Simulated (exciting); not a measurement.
# CeO2: the O K edge from the Bethe–Salpeter equation, part 2 of 2

Aim: the O K absorption edge of CeO2 with the electron–hole interaction treated explicitly, and what each term of the kernel does.

exciting sodium; X-ray absorption, core-level Bethe-Salpeter equation, exchange and statically screened direct term, Tamm-Dancoff, all-electron LAPW+lo PBE.

So far. Step 5 (Independent particles): Maxima (height): 0.8 eV (0.67), 4.3 eV (0.49), 9.3 eV (0.82), 15.1 eV (0.40) and 23.8 eV (0.38). Against the singlet run the r.m.s. difference is 66 %. Moving the earlier curve by +1.2 eV leaves 23 %. The highest maximum lies at 9.3 eV (0.82), against -0.5 eV (1.00). Step 6 (Exchange alone): Maxima (height): 0.8 eV (0.66), 4.4 eV (0.48), 9.4 eV (0.82), 15.1 eV (0.40) and 23.8 eV (0.39). The spectrum differs from the independent-particle run by 3 % r.m.s.

### 7. Ground state with other settings

Level of this step: all-electron LAPW+lo DFT, PBE, ZORA valence, Dirac core, self-consistent field (exciting).

In this try the input is made faulty on purpose, to show what that does.

Input file input.xml:

```
<input>
  <title>CeO2</title>
  <structure speciespath="." autormt="false" epslat="1.0e-5">
    <crystal>
      <basevect>0.0000000000 5.1091580359 5.1091580359</basevect>
      <basevect>5.1091580359 0.0000000000 5.1091580359</basevect>
      <basevect>5.1091580359 5.1091580359 0.0000000000</basevect>
    </crystal>
    <species speciesfile="Ce.xml" rmt="2.464">
      <atom coord="0.0000000000 0.0000000000 0.0000000000"/>
    </species>
    <species speciesfile="O.xml" rmt="1.828">
      <atom coord="0.7500000000 0.7500000000 0.7500000000"/>
      <atom coord="0.2500000000 0.2500000000 0.2500000000"/>
    </species>
  </structure>
  <groundstate do="fromscratch" xctype="GGA_PBE" ngridk="5 5 5" rgkmax="7" gmaxvr="14" nempty="8" swidth="0.001" maxscl="3" epsengy="1e-5"/>
</input>
```

Input file SPECIES.xml, added lines:

```
<lo l="L">  <!-- L = 0, 1, 2, and 3 from Cs on -->
  <wf matchingOrder="0" trialEnergy="0.1500" searchE="false"/>
  <wf matchingOrder="1" trialEnergy="0.1500" searchE="false"/>
  <wf matchingOrder="0" trialEnergy="0.9000" searchE="false"/>
</lo>
```

Run with:

```sh
$ OMP_NUM_THREADS=1 mpirun -n 4 exciting
```

Numbers of over 12 decimals in the logs are rounded to 6 here.

Output:

```text
EXCITING SODIUM started
********************************************************************************
* Ground-state run starting from atomic densities                              *
********************************************************************************
+ Starting initialization                                                      +
[... lattice and species ...]
 Spin treatment                             :    spin-unpolarised
 Number of Bravais lattice symmetries       :      48
 Number of crystal symmetries               :      48
 k-point grid                               :       5    5    5
 Total number of k-points                   :      10
 k-point set is reduced with crystal symmetries
 R^MT_min * |G+k|_max (rgkmax)              :       7.00000000
 Species with R^MT_min                      :       2 (O)
 Maximum |G+k| for APW functions            :       3.82932166
 Maximum |G| for potential and density      :      14.00000000
 G-vector grid sizes                        :      36    36    36
 Total number of G-vectors                  :   12339
 Maximum angular momentum used for
     APW functions                          :       8
     computing H and O matrix elements      :       8
     potential and density                  :       8
     inner part of muffin-tin               :       2
 Total nuclear charge                       :     -74.00000000
 Total electronic charge                    :      74.00000000
 Total core charge                          :      50.00000000
 Total valence charge                       :      24.00000000
 Number of empty states                     :       8
 Total number of valence states             :      21
 Maximum Hamiltonian size                   :     333
 Maximum number of plane-waves              :     271
 Total number of local-orbitals             :      62
 Exchange-correlation type                  :      20
     Perdew-Burke-Ernzerhof, Phys. Rev. Lett. 77, 3865 (1996)
     Generalised gradient approximation (GGA)
 Smearing scheme                            :    Gaussian
 Smearing width                             :       0.00100000
 Using multisecant Broyden potential mixing
+ Ending initialization                                                        +
********************************************************************************
* Groundstate module started                                                   *
********************************************************************************
 Output level for this task is set to normal
+ Self-consistent loop started                                                 +
 Density and potential initialised from atomic data
+ SCF iteration number :    1                                                  +
 Total energy                               :     -8965.45940010
[...]
Fermi energy                               :         0.32660240
 Kinetic energy                             :      9676.29948531
 Coulomb energy                             :    -18445.96067971
 Exchange energy                            :      -223.30474468
 Correlation energy                         :        -3.77161641
 DOS at Fermi energy (states/Ha/cell)       :         0.00000000
 Electron charges :
     core                                   :        50.00000000
     core leakage                           :         0.00087951
     valence                                :        24.00000000
     interstitial                           :         3.58870798
     charge in muffin-tin spheres :
                  atom     1    Ce          :        54.40887203
                  atom     2     O          :         8.00121000
                  atom     3     O          :         8.00121000
     total charge in muffin-tins            :        70.41129202
     total charge                           :        74.00000000
 Estimated fundamental gap                  :         0.15093364
        valence-band maximum at    7      0.8000  0.2000  0.0000
     conduction-band minimum at    6      0.6000  0.2000  0.0000
 RMS change in effective potential (target) :  0.726772      ( 0.100000E-05)
 Absolute change in total energy   (target) :   31.2782      ( 0.100000E-04)
 Charge distance                   (target) :  0.346915E-01  ( 0.100000E-04)
+ Reached self-consistent loops maximum :    3                                 +
 Total energy                               :     -9027.84071272
 _______________________________________________________________
 Fermi energy                               :         0.29702017
 Kinetic energy                             :      9654.19538300
 Coulomb energy                             :    -18454.56158204
 Exchange energy                            :      -223.68687246
 Correlation energy                         :        -3.78764122
 DOS at Fermi energy (states/Ha/cell)       :         0.00000000
 Electron charges :
     core                                   :        50.00000000
     core leakage                           :         0.00078718
     valence                                :        24.00000000
     interstitial                           :         3.61742288
     charge in muffin-tin spheres :
                  atom     1    Ce          :        55.18123211
                  atom     2     O          :         7.60067251
                  atom     3     O          :         7.60067251
     total charge in muffin-tins            :        70.38257712
     total charge                           :        74.00000000
 Estimated fundamental gap                  :         0.06238053
        valence-band maximum at    7      0.8000  0.2000  0.0000
     conduction-band minimum at    8      0.4000  0.4000  0.0000
+ Self-consistent loop stopped                                                 +
 STATE.OUT is written
********************************************************************************
* Groundstate module stopped                                                   *
********************************************************************************
 Total time spent (seconds)                 :         8.37
- CAUTION! Warnings have been written in file WARNING.OUT !                    -
| EXCITING SODIUM stopped                                                      =
```

The job ended after 10 s (4 MPI ranks of Intel Xeon Platinum 8259CL at 2.50GHz (Skylake/Cascade Lake), shared host).

No converged result was reached; the numbers in the log don't describe the system.

The fault put into the input: the self-consistent loop is cut at three steps.

### 8. From independent particles to the full kernel

```
  level  curve passes 0.15 (eV)  highest maximum (eV)  its height
     IP                    -0.4                   9.3        0.82
    RPA                    -0.3                   9.4        0.82
singlet                    -1.7                  -0.5        1.00
```

| E (eV) | IP | RPA | singlet |
| --- | --- | --- | --- |
| -4.0 | 0.01 | 0.01 | 0.02 |
| -3.0 | 0.02 | 0.02 | 0.04 |
| -2.0 | 0.03 | 0.03 | 0.10 |
| -1.0 | 0.07 | 0.06 | 0.49 |
| 0.0 | 0.28 | 0.26 | 0.64 |
| 1.0 | 0.59 | 0.58 | 0.18 |
| 2.0 | 0.14 | 0.14 | 0.13 |
| 3.0 | 0.11 | 0.11 | 0.46 |
| 4.0 | 0.41 | 0.39 | 0.39 |
| 5.0 | 0.32 | 0.32 | 0.21 |
| 6.0 | 0.17 | 0.17 | 0.26 |
| 7.0 | 0.24 | 0.23 | 0.61 |
| 8.0 | 0.43 | 0.41 | 0.76 |
| 9.0 | 0.78 | 0.76 | 0.45 |
| 10.0 | 0.61 | 0.64 | 0.20 |
| 11.0 | 0.21 | 0.21 | 0.12 |
| 12.0 | 0.13 | 0.13 | 0.16 |
| 13.0 | 0.21 | 0.20 | 0.36 |
| 14.0 | 0.37 | 0.36 | 0.37 |
| 15.0 | 0.40 | 0.40 | 0.29 |
| 16.0 | 0.33 | 0.34 | 0.23 |
| 17.0 | 0.27 | 0.28 | 0.22 |
| 18.0 | 0.27 | 0.27 | 0.19 |
| 19.0 | 0.21 | 0.21 | 0.15 |
| 20.0 | 0.20 | 0.20 | 0.16 |
| 21.0 | 0.17 | 0.17 | 0.16 |
| 22.0 | 0.21 | 0.21 | 0.23 |
| 23.0 | 0.30 | 0.30 | 0.31 |
| 24.0 | 0.37 | 0.38 | 0.22 |
| 25.0 | 0.26 | 0.27 | 0.14 |
| 26.0 | 0.16 | 0.16 | 0.10 |
| 27.0 | 0.13 | 0.13 | 0.10 |

### 9. Outcome

| Quantity | Value |
| --- | --- |
| absorber and edge | O K, atom 2 |
| surroundings | 4 Ce at 2.34 Å (tetrahedral, site symmetry -43m) |
| first bright state | -0.68 eV from the Kohn–Sham onset, on this mesh |
| highest maximum | -0.5 eV |
| cost of the BSE run | 25 min on 4 MPI ranks of Intel Xeon Platinum 8259CL at 2.50GHz (Skylake/Cascade Lake), shared host; the last task ran on as many threads |

**Reading.** Is a core exciton bound? Yes on this mesh: the first bright state (over 5 % of the brightest) lies at -0.68 eV from the Kohn–Sham onset. Exchange alone changes the independent-particle spectrum by 3 % r.m.s. With 125 k points the binding energies are rough. The kernel cutoff is low for a compact core orbital, so the effect of exchange is a lower bound. The zero comes from the shifted mesh, which comes near the band minimum without meeting it. The Kohn–Sham onset, 506 eV, is no photon energy: the scale needs a rigid shift. No quasiparticle correction widens the gap or stretches the bands. Vibrations and energy-dependent lifetimes are left out. The structure is a published determination, not relaxed.

[Banner, clock and machine lines of the logs are left out without a mark of their own.]

[Logs are printed without paths, hosts, clocks, repeated set-up lines and the standing remarks that a program may print on its own settings, such as how far it seeks lower states.]

[Hosts, paths, dates, database ids (printed as entryN), source tags and the programs' standing remarks are cut or masked in the printed files.]
